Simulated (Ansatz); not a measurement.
**Phonons of NbAlB in the AlB2 type**

The plan: relax NbAlB in the AlB2 type, check its phonons, and, if the lattice is stable, compute its Eliashberg function and ρ(T).

Main program and level: Ansatz 0.2.0; DFT LDA, scalar-relativistic, plane waves, PAW; PAW set soft_1.

The structure was built from a prototype and need not be the compound's stable phase.

### Step 1. Set-up

It takes space group P-6m2 (No. 187, hexagonal). The conventional cell has a = 3.576 Å, b = 3.576 Å, c = 3.755 Å, α = 90.00°, β = 90.00°, γ = 120.00°. Nearest to Nb lie 6 Al at 2.79 Å and 6 B at 2.79 Å. Nearest to B lie 3 Al at 2.06 Å and 6 Nb at 2.79 Å. Nearest to Al lie 3 B at 2.06 Å and 6 Nb at 2.79 Å. Farther neighbours are not listed.

### Step 2. Rough relaxation

Large forces or a large pressure at the start call for a first relaxation with loose thresholds.

input.yaml

```yaml
crystal:
  lattice:
    - [3.57581, 0.0, 0.0]
    - [-1.7879, 3.09674, 0.0]
    - [0.0, 0.0, 3.7546]
  atoms:
    - { symbol: Nb, position: [0.0, 0.0, 0.0] }
    - { symbol: B, position: [0.33333333, 0.66666667, 0.5] }
    - { symbol: Al, position: [0.66666667, 0.33333333, 0.5] }
kpoints:
  mp_grid: { grid: [6, 6, 6] }
hamiltonian:
  xc: lda
  pseudopotentials: { kind: paw, azcp: { folder: soft_1 }, xc_functional: pbe }
scf:
  occupations: { method: gaussian, width: 0.1 }
output:
  forces: true
  stress: true
  eigenvalues: true
relax:
  adjacent_minimum: "off"
  f_tol: 0.05
  max_steps: 80
  cell: { stress_tol: 0.5 }
```

Run with:

```sh
$ ansatz run input.yaml --threads 4 --pin off --max-ram 12288MiB --backend cpu --events-out ev --progress --plain --runs-dir out
```

Numbers of over 12 decimals in the logs are rounded to 6 here.

What it wrote:

```text
The last accepted step is kept in <dir> (removed where the run ends without a failure and the disk answers)
Engine: ansatz 0.2.0, aarch64-unknown-linux-gnu
Pseudopotentials: kind: paw
Pseudopotential: Nb, paw, valence charge 13, recommended cutoff 420 eV (normal), soft_1/Nb.paw.azcp
Pseudopotential: B, paw, valence charge 3, recommended cutoff 420 eV (normal), soft_1/B.paw.azcp
Pseudopotential: Al, paw, valence charge 3, recommended cutoff 420 eV (normal), soft_1/Al.paw.azcp
Functional definition: SPW92
  exchange = slater_x
  correlation = pw_c
Crystal: 3 atoms, lattice volume = 41.576 Å³
Basis set: ecut = 420 eV, 787 PW (Γ)
Bands: 14, of which v1, the nominal top of the filled ones, is band 10 counted from 1 (9 counted from 0)
Symmetry: 12 space group operations
Space group: P-6m2 (ITA 187), of the structure as read, at distance tolerance 3.5e-5 Å
k-points: 28 of 216 (time reversal used)
Non-local potential: Nb, projectors of the file, l = 0: 3, l = 1: 2, l = 2: 2, l = 3: 1
Non-local potential: B, projectors of the file, l = 0: 2, l = 1: 2, l = 2: 1
Non-local potential: Al, projectors of the file, l = 0: 2, l = 1: 2, l = 2: 1
PAW form: soft (Blöchl's): semilocal exchange-correlation on the pseudo side does not see the compensation charge
PAW frozen core: Nb, regenerated for the run's functional, and the local potential with it (the file was generated under x = pbe(κ = 0.804, μ = 0.219515), c = pbe(β = 0.066725))
PAW frozen core: B, regenerated for the run's functional, and the local potential with it (the file was generated under x = pbe(κ = 0.804, μ = 0.219515), c = pbe(β = 0.066725))
PAW frozen core: Al, regenerated for the run's functional, and the local potential with it (the file was generated under x = pbe(κ = 0.804, μ = 0.219515), c = pbe(β = 0.066725))
PAW one-centre angular grid: Nb, 590 points (default); XC on 64 Gauss nodes
PAW one-centre angular grid: B, 110 points (default); XC on 64 Gauss nodes
PAW one-centre angular grid: Al, 110 points (default); XC on 64 Gauss nodes
Initial density: superposition of atomic densities (chi_scale 0.1, normalization cell, long waves kept (reshape's long-wave potential 0.00 eV rms))
Initial wavefunctions: pseudopotential atomic-orbital guess
Functional: x = slater, c = lda
SCF iter   1: F=—  HF=-5107.755213 eV  |F-HF|=—  |Δ(HF+E_count)|=         —  Δρ=1.10e-1  dr2=1.14e1  ethr=3.10e-3  ⟨swp⟩=5.1  Hψ=2076  notcnv=0
preconditioner: auto → none  [metal: Δε(μ)=0.043 eV  Ē_g=7.569 eV  σ=0.100 eV  W_gap=0.24  n_scr=8 (ndim 8)  ℏωp=19.1 eV  f_vac=0.000  D(μ)=2.70/eV (n_scr^D=22)  sad-step TF]
SCF iter   2: F=—  HF=-5106.348727 eV  |F-HF|=—  |Δ(HF+E_count)|=    1.41e0  Δρ=7.65e-2  dr2=5.52e0  ethr=3.10e-3  ⟨swp⟩=2.5  Hψ=830  notcnv=0  defer=8
SCF iter   3: F=—  HF=-5105.107206 eV  |F-HF|=—  |Δ(HF+E_count)|=    1.24e0  Δρ=7.80e-3  dr2=2.40e-2  ethr=3.10e-3  ⟨swp⟩=3.0  Hψ=846  notcnv=0  defer=8
SCF iter   4: F=—  HF=-5105.101886 eV  |F-HF|=—  |Δ(HF+E_count)|=   5.32e-3  Δρ=2.28e-3  dr2=2.17e-3  ethr=1.26e-4  ⟨swp⟩=3.0  Hψ=900  notcnv=0  defer=5
SCF iter   5: F=—  HF=-5105.101269 eV  |F-HF|=—  |Δ(HF+E_count)|=   6.17e-4  Δρ=6.83e-4  dr2=2.04e-4  ethr=1.14e-5  ⟨swp⟩=2.5  Hψ=618  notcnv=0  defer=5
SCF iter   6: F=—  HF=-5105.101213 eV  |F-HF|=—  |Δ(HF+E_count)|=   5.57e-5  Δρ=2.30e-4  dr2=2.86e-5  ethr=1.08e-6  ⟨swp⟩=2.2  Hψ=545  notcnv=0  defer=5
SCF iter   7: F=—  HF=-5105.101205 eV  |F-HF|=—  |Δ(HF+E_count)|=   8.22e-6  Δρ=5.36e-5  dr2=1.26e-6  ethr=1.51e-7  ⟨swp⟩=2.5  Hψ=608  notcnv=0  defer=4
SCF iter   8: F=-5105.101204 eV  HF=-5105.101204 eV  |F-HF|=2.38e-9  |Δ(HF+E_count)|=   3.68e-7  Δρ=4.88e-6  dr2=7.31e-9  ethr=5.26e-10  ⟨swp⟩=6.4  Hψ=1866  notcnv=0
SCF 1 converged in 8 iterations: F = -5105.101204 eV  dr2 = 7.31e-9
  greatest PAW one-centre occupation: 0.996 electrons in one spin orbital (limit 2), on the Nb atom at site 0 (counted from 0), in its partial waves of l = 0
relax step   1: F+E_penalty+E_count = -5105.10120420 eV  Δ(F+E_penalty+E_count) = +0.000e0 eV  max|allowed force component| = 1.409e-16 eV/Å  Δτ_max = 0.0000 Å  P = -16.112 GPa  Ω = 41.576 Å³  (8 SCF iters, dr2 threshold 1.00e-7 eV, accepted)
Crystal: 3 atoms, lattice volume = 38.865 Å³
Basis set: ecut = 420 eV, 761 PW (Γ)
Initial density: handed on by an earlier stage of this run
Initial wavefunctions: those handed on with the density
iter 1 solved again at ethr=2.18e-4 eV; its pass at ethr=3.10e-3 eV (dr2=4.14e-2 eV) is discarded
SCF iter   1: F=—  HF=-5105.442701 eV  |F-HF|=—  |Δ(HF+E_count)|=         —  Δρ=7.07e-3  dr2=4.18e-2  ethr=2.18e-4  ⟨swp⟩=1.0  Hψ=2598  notcnv=0
preconditioner: auto → none  [metal: Δε(μ)=0.077 eV  Ē_g=6.994 eV  σ=0.100 eV  W_gap=0.40  n_scr=8 (ndim 8)  ℏωp=19.8 eV  f_vac=0.000  D(μ)=1.53/eV (n_scr^D=8)]
SCF iter   2: F=—  HF=-5105.434232 eV  |F-HF|=—  |Δ(HF+E_count)|=   8.47e-3  Δρ=2.72e-3  dr2=4.86e-3  ethr=2.18e-4  ⟨swp⟩=1.1  Hψ=399  notcnv=0
SCF iter   3: F=—  HF=-5105.433134 eV  |F-HF|=—  |Δ(HF+E_count)|=   1.10e-3  Δρ=5.15e-4  dr2=5.23e-5  ethr=2.56e-5  ⟨swp⟩=2.0  Hψ=458  notcnv=0
SCF iter   4: F=—  HF=-5105.433131 eV  |F-HF|=—  |Δ(HF+E_count)|=   2.82e-6  Δρ=1.01e-4  dr2=2.46e-6  ethr=2.75e-7  ⟨swp⟩=2.6  Hψ=683  notcnv=0
iter 5 did not close the SCF: its close was put off for the readings that it lacked (scf_convergence_deferred on its scf_iter line)
SCF iter   5: F=-5105.433130 eV  HF=-5105.433130 eV  |F-HF|=1.82e-11  |Δ(HF+E_count)|=   3.99e-7  Δρ=1.30e-5  dr2=2.73e-8  ethr=1.30e-8  ⟨swp⟩=2.5  Hψ=607  notcnv=0
SCF iter   6: F=-5105.433130 eV  HF=-5105.433130 eV  |F-HF|=7.28e-12  |Δ(HF+E_count)|=   5.81e-9  Δρ=2.18e-6  dr2=7.09e-10  ethr=1.44e-10  ⟨swp⟩=2.0  Hψ=1163  notcnv=0
SCF 2 converged in 6 iterations: F = -5105.433130 eV  dr2 = 7.09e-10
relax step   2: F+E_penalty+E_count = -5105.43313035 eV  Δ(F+E_penalty+E_count) = -3.319e-1 eV  max|allowed force component| = 1.172e-16 eV/Å  Δτ_max = 0.0000 Å  P = -8.107 GPa  Ω = 38.865 Å³  energy of the carried Pulay correction = +7.832e-4 eV  (6 SCF iters, dr2 threshold 3.00e-7 eV, accepted)
Crystal: 3 atoms, lattice volume = 36.896 Å³
Basis set: ecut = 420 eV, 713 PW (Γ)
iter 1 solved again at ethr=4.87e-5 eV; its pass at ethr=3.10e-3 eV (dr2=9.26e-3 eV) is discarded
SCF iter   1: F=—  HF=-5105.579846 eV  |F-HF|=—  |Δ(HF+E_count)|=         —  Δρ=4.14e-3  dr2=9.63e-3  ethr=4.87e-5  ⟨swp⟩=1.1  Hψ=2618  notcnv=0
preconditioner: auto → none  [metal: Δε(μ)=0.062 eV  Ē_g=7.303 eV  σ=0.100 eV  W_gap=0.32  n_scr=8 (ndim 8)  ℏωp=20.3 eV  f_vac=0.000  D(μ)=2.05/eV (n_scr^D=20)]
SCF iter   2: F=—  HF=-5105.576981 eV  |F-HF|=—  |Δ(HF+E_count)|=   2.87e-3  Δρ=1.57e-3  dr2=9.02e-4  ethr=4.87e-5  ⟨swp⟩=2.4  Hψ=546  notcnv=0
SCF iter   3: F=—  HF=-5105.576775 eV  |F-HF|=—  |Δ(HF+E_count)|=   2.05e-4  Δρ=4.27e-4  dr2=3.43e-5  ethr=4.75e-6  ⟨swp⟩=2.1  Hψ=483  notcnv=0
SCF iter   4: F=—  HF=-5105.576769 eV  |F-HF|=—  |Δ(HF+E_count)|=   6.13e-6  Δρ=4.41e-5  dr2=3.02e-7  ethr=1.81e-7  ⟨swp⟩=1.6  Hψ=482  notcnv=0
iter 5 did not close the SCF: its close was put off for the readings that it lacked (scf_convergence_deferred on its scf_iter line)
SCF iter   5: F=-5105.576769 eV  HF=-5105.576769 eV  |F-HF|=5.20e-9  |Δ(HF+E_count)|=   3.19e-8  Δρ=8.14e-6  dr2=1.24e-8  ethr=1.59e-9  ⟨swp⟩=2.4  Hψ=627  notcnv=0
SCF iter   6: F=-5105.576769 eV  HF=-5105.576769 eV  |F-HF|=1.55e-10  |Δ(HF+E_count)|=   1.38e-9  Δρ=1.45e-6  dr2=3.87e-10  ethr=6.53e-11  ⟨swp⟩=1.9  Hψ=1131  notcnv=0
SCF 3 converged in 6 iterations: F = -5105.576769 eV  dr2 = 3.87e-10
relax step   3: F+E_penalty+E_count = -5105.57676914 eV  Δ(F+E_penalty+E_count) = -1.436e-1 eV  max|allowed force component| = 5.908e-17 eV/Å  Δτ_max = 0.0000 Å  P = -0.426 GPa  Ω = 36.896 Å³  energy of the carried Pulay correction = +1.382e-3 eV  (6 SCF iters, dr2 threshold 3.00e-7 eV, accepted)
[...]
relax step   4: F+E_penalty+E_count = -5105.58826602 eV  Δ(F+E_penalty+E_count) = -1.150e-2 eV  max|allowed force component| = 1.261e-16 eV/Å  Δτ_max = 0.0000 Å  P = +0.330 GPa  Ω = 36.636 Å³  energy of the carried Pulay correction = +1.460e-3 eV  (6 SCF iters, dr2 threshold 3.00e-7 eV, accepted)
Initial wavefunctions: pseudopotential atomic-orbital guess (no wavefunctions were taken with the density)
iter 1 solved again at ethr=2.97e-8 eV; its pass at ethr=3.10e-3 eV (dr2=5.65e-6 eV) is discarded
SCF iter   1: F=—  HF=-5105.587693 eV  |F-HF|=—  |Δ(HF+E_count)|=         —  Δρ=8.51e-5  dr2=2.57e-7  ethr=2.97e-8  ⟨swp⟩=3.2  Hψ=3234  notcnv=0
preconditioner: auto → none  [metal: Δε(μ)=0.090 eV  Ē_g=7.320 eV  σ=0.100 eV  W_gap=0.48  n_scr=8 (ndim 8)  ℏωp=20.3 eV  f_vac=0.000  D(μ)=1.83/eV (n_scr^D=20)]
SCF iter   2: F=—  HF=-5105.587694 eV  |F-HF|=—  |Δ(HF+E_count)|=   1.34e-6  Δρ=4.27e-5  dr2=6.12e-8  ethr=1.35e-9  ⟨swp⟩=1.0  Hψ=392  notcnv=0
iter 3 did not close the SCF: its close was put off for the readings that it lacked (scf_convergence_deferred on its scf_iter line)
SCF iter   3: F=-5105.587694 eV  HF=-5105.587694 eV  |F-HF|=4.82e-11  |Δ(HF+E_count)|=   1.80e-7  Δρ=1.44e-6  dr2=2.31e-10  ethr=3.22e-10  ⟨swp⟩=1.1  Hψ=408  notcnv=0
iter 4 did not close the SCF: its close was put off for the readings that it lacked (scf_convergence_deferred on its scf_iter line)
SCF iter   4: F=-5105.587694 eV  HF=-5105.587694 eV  |F-HF|=0.00e0  |Δ(HF+E_count)|=  8.37e-11  Δρ=1.13e-7  dr2=3.10e-12  ethr=1.22e-12  ⟨swp⟩=2.0  Hψ=541  notcnv=0
iter 5 did not close the SCF: its close was put off for the readings that it lacked (scf_convergence_deferred on its scf_iter line)
SCF iter   5: F=-5105.587694 eV  HF=-5105.587694 eV  |F-HF|=9.09e-13  |Δ(HF+E_count)|=  9.09e-13  Δρ=2.52e-8  dr2=1.53e-13  ethr=1.00e-12  ⟨swp⟩=1.0  Hψ=392  notcnv=0
iter 6 did not close the SCF: its close was put off for the readings that it lacked (scf_convergence_deferred on its scf_iter line)
SCF iter   6: F=-5105.587694 eV  HF=-5105.587694 eV  |F-HF|=1.82e-12  |Δ(HF+E_count)|=  2.73e-12  Δρ=5.03e-9  dr2=3.92e-15  ethr=1.00e-12  ⟨swp⟩=1.0  Hψ=392  notcnv=0
SCF iter   7: F=-5105.587694 eV  HF=-5105.587694 eV  |F-HF|=1.82e-12  |Δ(HF+E_count)|=  4.55e-12  Δρ=6.08e-10  dr2=8.43e-17  ethr=1.00e-12  ⟨swp⟩=1.0  Hψ=896  notcnv=0
SCF 5 converged in 7 iterations: F = -5105.587694 eV  dr2 = 8.43e-17
relax step   5: F+E_penalty+E_count = -5105.58769414 eV  Δ(F+E_penalty+E_count) = +5.719e-4 eV  max|allowed force component| = 1.261e-16 eV/Å  Δτ_max = 0.0000 Å  P = +0.302 GPa  Ω = 36.636 Å³  stress off target by 3.44e-1 GPa  SCF on the basis re-selected at this cell (its energy is not comparable with the rows above)  (7 SCF iters)
basis re-selected at this cell: Δ(F+E_penalty+E_count) = +5.719e-4 eV, ΔP = -0.028 GPa vs the last step (what re-selecting the basis moved, of the pressure what is left beyond the Pulay correction that the steps carried, after the strain that the cell walked since its last selection, with what the two solves' SCF thresholds leave and, on support functions, any second-order correction that the steps lacked; it is no measure of the basis error at this ecutwfc). The dense FFT grid was sized anew with the basis: this SCF ran on 24×24×24 points, the steps before it on 24×24×27, so part of this shift can come from that change (see relax.cell in the input reference). [rest of the remark cut]
SCF converged after 7 iterations
Free energy (F): -5105.587694 eV
Harris-Foulkes:  -5105.587694 eV  (|F-HF|=1.82e-12)
Internal energy: -5105.578561 eV  (E = F + TS)
E sigma→0 (E₀):  -5105.583128 eV
Entropy (-TS):   -0.009133 eV (-3.044 meV/atom)
Fermi energy:    14.893490 eV
--- Per-component energies (eV) ---
  E_band       = -69.368522
  E_kinetic    = 448.268076
  E_local      = -829.969863  (includes V_loc(G=0)·N_el)
  E_nonlocal   = 120.372375
  E_hartree    = 295.373211
  E_xc         = -236.437418
  E_vxc        = -270.419252  (∫ρ·V_xc dr)
  E_paw        = -3492.048052  (= ΣΔE_a)
  E_vpaw       = -128.366327  (= ΣTr[D̂ρ^β])
  E_aug_tail   = 0.000046  (compensation charges beyond the density's cutoff)
  E_ewald      = -1411.664181
  E_core_change = 0.527245  (= ΣΔE_core)
  E_smearing   = -0.009133  (= −TS)
  E_closure    = 0.000000  (closes the sum)
  Σ components = -5105.587694   (vs F -5105.587694, Δ=0.00e0)
--- Forces (eV/Å), atoms counted from 1 ---
  atom   1  Nb     0.00000000    -0.00000000     0.00000000
  atom   2  B      0.00000000     0.00000000    -0.00000000
  atom   3  Al     0.00000000    -0.00000000     0.00000000
  max |Σ_I F_I| component: 1.21e-16 eV/Å
--- Stress (GPa, compression-positive) ---
        0.343774      -0.000000       0.000000
       -0.000000       0.343774       0.000000
        0.000000       0.000000       0.216962
  P = ⅓ Tr σ = 0.3015 GPa (3.015 kbar)
--- Band table (eV; the first three rows and the last of 28) ---
  k-point 0: bands = [... 6 lower, 11.1996, 11.5026, 14.3521, 15.5916, 15.5916, 16.9204, 16.9204, 17.0284]
  k-point 1: bands = [... 6 lower, 11.4550, 11.4550, 14.3213, 14.3213, 14.5210, 17.3161, 17.3161, 17.4432]
  k-point 2: bands = [... 6 lower, 12.0266, 12.0266, 13.3212, 13.3212, 15.8319, 15.9667, 15.9667, 18.3033]
  k-point 27: bands = [... 6 lower, 10.7280, 11.0823, 11.6411, 16.3598, 17.1831, 17.7849, 18.3752, 18.9163]
--- Relaxed structure (4 steps of the walk, 4 accepted, 1 SCFs on fresh bases) ---
  F+E_penalty+E_count = -5105.58769414 eV   max|allowed force component| = 1.261e-16 eV/Å   (the final SCF, on the basis selected at the relaxed cell)
  cell:  # Å, volume = 36.6365 Å³
    - [3.570470, -2.8824415281926233e-6, -7.785299993755041e-18]
    - [-1.785233, 3.092119, 3.8926445538430165e-18]
    - [-8.174566939344439e-18, 0, 3.318426]
  atoms:
    - { symbol: Nb, position: [0, 0, 0] }
    - { symbol: B, position: [0.333333, 0.666667, 0.500000] }
    - { symbol: Al, position: [0.666667, 0.333333, 0.500000] }
```

The job ended after 3.1 s (4 threads of Arm Neoverse V1, shared host; peak memory 0.32 GiB; 10 s of CPU time).

Relaxation path:

```
step  energy less that of the first step (eV)  largest force component (eV/Å)  pressure (GPa)  volume (Å³)
   1                                   0.0000                          0.0000          -16.11        41.58
   2                                  -0.3319                          0.0000           -8.11        38.86
   3                                  -0.4756                          0.0000           -0.43        36.90
   4                                  -0.4871                          0.0000            0.33        36.64
  5*                                  -0.4865                          0.0000            0.30        36.64
```

Relaxation steps marked * repeat the geometry before them on a plane-wave basis chosen anew for their cell, so energy and pressure can jump there.

The run keeps the 12 symmetry operations that it works with, so distortions that break them were not tested.

```csv
"conventional cell, symmetrised",before,after,change
a (Å),3.576,3.570,-0.1 %
b (Å),3.576,3.570,-0.1 %
c (Å),3.755,3.318,-11.6 %
volume (Å³/atom),13.86,12.21,-11.9 %
```

The relaxed structure:

```cif
data_structure
_symmetry_space_group_name_H-M 'P 1'
_symmetry_Int_Tables_number 1
_cell_length_a 3.5705
_cell_length_b 3.5705
_cell_length_c 3.3184
_cell_angle_alpha 90.000
_cell_angle_beta 90.000
_cell_angle_gamma 120.000
_cell_volume 36.64
loop_
_atom_site_label
_atom_site_type_symbol
_atom_site_fract_x
_atom_site_fract_y
_atom_site_fract_z
_atom_site_occupancy
Nb1 Nb 0.00000 0.00000 0.00000 1
B2 B 0.33333 0.66667 0.50000 1
Al3 Al 0.66667 0.33333 0.50000 1
```

Numbers from this step:

* pressure: 0.3015 GPa
* volume per atom: 12.21 Å³/atom
* metallic on mesh: yes
* gap on the k-mesh: 0 eV

The largest force is now zero by symmetry and the largest stress component 0.34 GPa.

### Step 3. Relaxation

The structure is brought to rest under this functional.

input.yaml, the sections that differ from step 2:

```yaml
crystal:
  lattice:
    - [3.5704701167, -2.8824e-06, 0.0]
    - [-1.7852325621, 3.0921192657, 0.0]
    - [0.0, 0.0, 3.3184257656]
  atoms:
    - { symbol: Nb, position: [0.0, 0.0, 0.0] }
    - { symbol: B, position: [0.3333333333, 0.6666666667, 0.5] }
    - { symbol: Al, position: [0.6666666667, 0.3333333333, 0.5] }
kpoints:
  mp_grid: { grid: [9, 9, 10] }
relax:
  adjacent_minimum: "off"
  f_tol: 0.005
  max_steps: 80
  cell: { stress_tol: 0.05 }
# hamiltonian, scf, output: as in step 2
```

What it wrote:

```text
[the first part of the log is left out]
  E_paw        = -3492.052704  (= ΣΔE_a)
  E_vpaw       = -128.375790  (= ΣTr[D̂ρ^β])
  E_aug_tail   = 0.000047  (compensation charges beyond the density's cutoff)
  E_ewald      = -1411.142256
  E_core_change = 0.527245  (= ΣΔE_core)
  E_smearing   = -0.007770  (= −TS)
  E_closure    = 0.000000  (closes the sum)
  Σ components = -5105.599544   (vs F -5105.599544, Δ=0.00e0)
[...]
--- Stress (GPa, compression-positive) ---
        0.001411       0.000000       0.000000
        0.000000       0.001411       0.000000
        0.000000       0.000000      -0.000021
  P = ⅓ Tr σ = 0.0009 GPa (0.009 kbar)
--- Band table (eV; the first three rows and the last of 72) ---
[...]
--- Relaxed structure (3 steps of the walk, 3 accepted, 1 SCFs on fresh bases) ---
[...]
cell:  # Å, volume = 36.6798 Å³
    - [3.570343, -2.882307836916502e-6, 0]
    - [-1.785169, 3.092009, 0]
    - [0, 0, 3.322586]
  atoms:
    - { symbol: Nb, position: [0, 0, 0] }
    - { symbol: B, position: [0.333333, 0.666667, 0.500000] }
    - { symbol: Al, position: [0.666667, 0.333333, 0.500000] }
```

Wall time 4.8 s (4 threads); peak memory 0.37 GiB; 17 s of CPU time.

Step by step:

```csv
step,energy less that of the first step (eV),largest force component (eV/Å),pressure (GPa),volume (Å³)
1,0.0000,0.0000,0.21,36.64
2,0.0000,0.0000,-0.14,36.71
3,0.0000,0.0000,0.00,36.68
4,-0.0001,0.0000,0.00,36.68
```

The log counts 1 steps on a newly chosen plane-wave basis, not all of them marked here; energy and pressure can jump at such steps.

```csv
"conventional cell, symmetrised",before,after,change
a (Å),3.570,3.570,-0.0 %
b (Å),3.570,3.570,-0.0 %
c (Å),3.318,3.323,+0.1 %
volume (Å³/atom),12.21,12.23,+0.1 %
```

The relaxed structure:

```xyz
3
Lattice="3.5703 0.0000 0.0000 -1.7852 3.0920 0.0000 0.0000 0.0000 3.3226" Properties=species:S:1:pos:R:3 pbc="T T T"
Nb    0.0000    0.0000    0.0000
B     0.0000    2.0613    1.6613
Al    1.7852    1.0307    1.6613
```

Numbers from this step:

```
pressure        : 9.34e-4 GPa
volume per atom : 12.23 Å³/atom
```

The largest force is now zero by symmetry and the largest stress component 0.0014 GPa.

[end of part 1 of 3]

[Logs are printed without paths, hosts, clocks, repeated set-up lines and the standing remarks that a program may print on its own settings, such as how far it seeks lower states.]

[Hosts, paths, dates, database ids (printed as entryN), source tags and the programs' standing remarks are cut or masked in the printed files.]
